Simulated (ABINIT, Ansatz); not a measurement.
# Al3GaN4 (P-43m): G0W0 on several meshes in ABINIT, part 2 of 2

Wanted: mesh dependence and cost of G0W0 for Al3GaN4 (P-43m).

ABINIT 10.8.3; PBEsol and many-body steps on it, plane waves. Known limits of the many-body steps: not at the basis limit; no spin-orbit coupling; coarse k mesh.

So far. Step 4 (2×2×2): The gap on the mesh goes from 3.33 eV to 4.27 eV, a correction of +0.94 eV. Step 5 (Empty states on the mesh, 4×4×4 mesh, 89 bands): On this mesh the gap is 3.332 eV.

## Step 7: 4×4×4

This step: G0W0 on PBEsol, plane waves, norm-conserving pseudopotentials.

run.abi reads:

```
acell 3*1.0 Angstrom
rprim 
  4.401438530000 0.000000000000 0.000000000000
  0.000000000000 4.401438530000 0.000000000000
  0.000000000000 0.000000000000 4.401438530000
ntypat 3
znucl 13 31 7
natom 8
typat 1 1 1 2 3 3 3 3
xred 
  0.500000000000 0.500000000000 0.000000000000
  0.500000000000 0.000000000000 0.500000000000
  0.000000000000 0.500000000000 0.500000000000
  0.000000000000 0.000000000000 0.000000000000
  0.744163430000 0.744163430000 0.255836570000
  0.744163430000 0.255836570000 0.744163430000
  0.255836570000 0.744163430000 0.744163430000
  0.255836570000 0.255836570000 0.255836570000
pp_dirpath "pseudos"
pseudos "Al.upf, Ga.upf, N.upf"
ecut 45
ngkpt 4 4 4
nshiftk 1
shiftk 0 0 0
kptopt 1
chksymbreak 0
istwfk *1
occopt 1
irdwfk 1
optdriver 4
nband 81
gwcalctyp 0
ecutsigx 45
symsigma 1
nkptgw 1
kptgw 
  0.0000000000 0.0000000000 0.0000000000
bdgw 
  23 28
ecuteps 4.2
irdscr 1
ppmodel 1
indata_prefix "in"
outdata_prefix "out"
tmpdata_prefix "tmp"
```

Started as:

```bash
$ OMP_NUM_THREADS=1 mpirun -n 4 abinit run.abi > log
```

Numbers of over 12 decimals in the logs are rounded to 6 here.

What it wrote:

```text
.Version 10.8.3 of ABINIT. v10.8.2 released Aug 2026.

 Symmetries : space group P-4 3 m (#215); Bravais cP (primitive cubic)
[... echo of the input left out ...]
== DATASET  1 ==================================================================
-   mpi_nproc: 4, omp_nthreads: 1 (-1 if OMP is not activated)

--- !DatasetInfo
iteration_state: {dtset: 1, }
dimensions: {natom: 8, nkpt: 10, mband: 81, nsppol: 1, nspinor: 1, nspden: 1, mpw: 8340, }
cutoff_energies: {ecut:  45.0, pawecutdg:  -1.0, }
electrons: {nelect:   5.00000000E+01, charge:   0.00000000E+00, occopt:   1.00000000E+00, tsmear:   1.00000000E-02, }

 SIGMA: Calculation of the GW corrections

 Based on a program developped by R.W. Godby, V. Olevano, G. Onida, and L. Reining.
 Incorporated in ABINIT by V. Olevano, G.-M. Rignanese, and M. Torrent.
.Using double precision arithmetic ; gwpc =  8

[... cell and pseudopotentials left out ...]
--------------------------------------------------------------------------------

 ==== K-mesh for the wavefunctions ====
 Number of points in the irreducible wedge :    10
[... list of points left out ...]
 Together with 24 symmetry operations and time-reversal symmetry
 yields    64 points in the full Brillouin Zone.

 ==== Q-mesh for screening function ====
 Number of points in the irreducible wedge :    10
[... list of points left out ...]
 Together with 24 symmetry operations and time-reversal symmetry
 yields    64 points in the full Brillouin Zone.

 vcoul_init : cutoff-mode = AUXILIARY_FUNCTION
 q-points for optical limit:   1
     1)      0.000010    0.000020    0.000030
 setmesh: FFT mesh size selected  =    54x   54x   54
          total number of points  =       157464

 Number of electrons calculated from density =   50.0000; Expected =   50.0000
[...]
number of k-points in BZ                           64
 number of q-points in BZ                           64
 number of frequencies for dSigma/dE                 9
 frequency step for dSigma/dE [eV]                0.25
 number of omega for Sigma on real axis              0
 max omega for Sigma on real axis  [eV]           0.00
 zcut for avoiding poles [eV]                     0.10

 EPSILON^-1 parameters (SCR file):
 dimension of the eps^-1 matrix on file            251
 dimension of the eps^-1 matrix used               251
 number of plane-waves for wavefunctions          8289
 number of bands                                    81
 number of q-points in IBZ                          10
 number of frequencies                               2
 number of real frequencies                          1
 number of imag frequencies                          1

 matrix elements of self-energy operator (all in [eV])

 Perturbative Calculation

--- !SelfEnergy_ee
iteration_state: {dtset: 1, }
kpoint     : [   0.000,    0.000,    0.000, ]
spin       : 1
KS_gap     :    3.332
QP_gap     :    4.439
Delta_QP_KS:    1.107
data: !SigmaeeData |
     Band     E0 <VxcDFT>   SigX SigC(E0)      Z dSigC/dE  Sig(E)    E-E0       E
       23   5.951 -17.099 -20.991   3.645   0.795  -0.258 -17.295  -0.196   5.755
       24   5.951 -17.099 -20.991   3.645   0.795  -0.258 -17.295  -0.196   5.755
       25   5.951 -17.099 -20.991   3.645   0.795  -0.258 -17.295  -0.196   5.755
       26   9.283 -10.429  -6.105  -3.238   0.839  -0.192  -9.518   0.911  10.194
       27   9.283 -10.429  -6.105  -3.238   0.839  -0.192  -9.518   0.911  10.194
       28   9.283 -10.429  -6.105  -3.238   0.839  -0.192  -9.518   0.911  10.194

== END DATASET(S) ==============================================================
================================================================================

 -outvars: echo values of variables after computation  --------
           etotal      0.0000000000E+00
            nband          81
             nkpt          10
          spgroup         215
 [... the other variables as echoed above ...]

 Calculation completed.
```

The job ended after 7.5 s (4 MPI ranks of Arm Neoverse V2, shared host; peak memory 1.2 GiB).

Numbers from this step:

```yaml
g0w0_gap_on_the_points_computed: 4.439 eV
starting_gap_on_the_mesh: 3.332 eV
k_of_the_valence_top: 0, 0, 0
k_of_the_conduction_bottom: 0, 0, 0
z_at_the_valence_top: 0.795
z_at_the_conduction_bottom: 0.839
least_direct_g0w0_gap_on_the_computed_points: 4.439 eV
```

Against G0W0 in ABINIT (2×2×2 mesh, 81 bands, screening to 114.3 eV, Godby-Needs plasmon pole), the gap moves by +0.166 eV.

## Step 8: Side by side

Times are wall times on 4 MPI ranks of Arm Neoverse V2, shared host, good to a factor of about two. A run's time includes the screening step that it read.

| run | mesh | bands | screening cutoff (eV) | DFT gap (eV) | gap on the mesh (eV) | direct (eV) | ε∞ used | time |
| --- | --- | --- | --- | --- | --- | --- | --- | --- |
| 2×2×2 | 2×2×2 | 81 | 114.3 | 3.332 | 4.273 | 4.273 | 5.73 | 21 s |
| 4×4×4 | 4×4×4 | 81 | 114.3 | 3.332 | 4.439 | 4.439 | 4.67 | 93 s |

## Step 9: What came out

```json
{"2×2×2": "4.273 eV", "4×4×4": "4.439 eV", "known limits": "not at the basis limit; no spin-orbit coupling; coarse k mesh"}
```

4×4×4: +0.166 eV against 2×2×2. Bands and cutoff are finite, so the gap is not at the basis limit. The miss can reach some tenths of an eV and take either sign; the mesh is an error of its own. In the first G0W0 run levels were corrected at 1 k point alone, so a gap called «on the mesh» is the least over those, and an edge elsewhere would be missed. The 2×2×2 mesh is coarse for this cell, which bears on the long-range parts of exchange and screening. The many-body steps are scalar-relativistic: spin-orbit coupling is not in them.

[Paths, hosts, dates, memory and timing lines, banners, echoed tables and standing remarks are left out of the program output.]

[Logs are printed without paths, hosts, clocks, repeated set-up lines and the standing remarks that a program may print on its own settings, such as how far it seeks lower states.]

[Runs of the session that timed out or met a known fault of the program may be left out.]

[No measured gap is set beside runs whose start may be inverted or whose files or cutoffs have a known fault.]

[Hosts, paths, dates, database ids (printed as entryN), source tags and the programs' standing remarks are cut or masked in the printed files.]

[G0W0 gaps are taken among the corrected bands and points alone; a level outside them can change the order at an edge.]

[Where Ansatz stands beside ABINIT at settings called matched, ABINIT's density can come from a denser mesh and the files from another edition; pairs whose starting gaps differed by over 0.03 eV were left out, so agreement reads better than it is.]
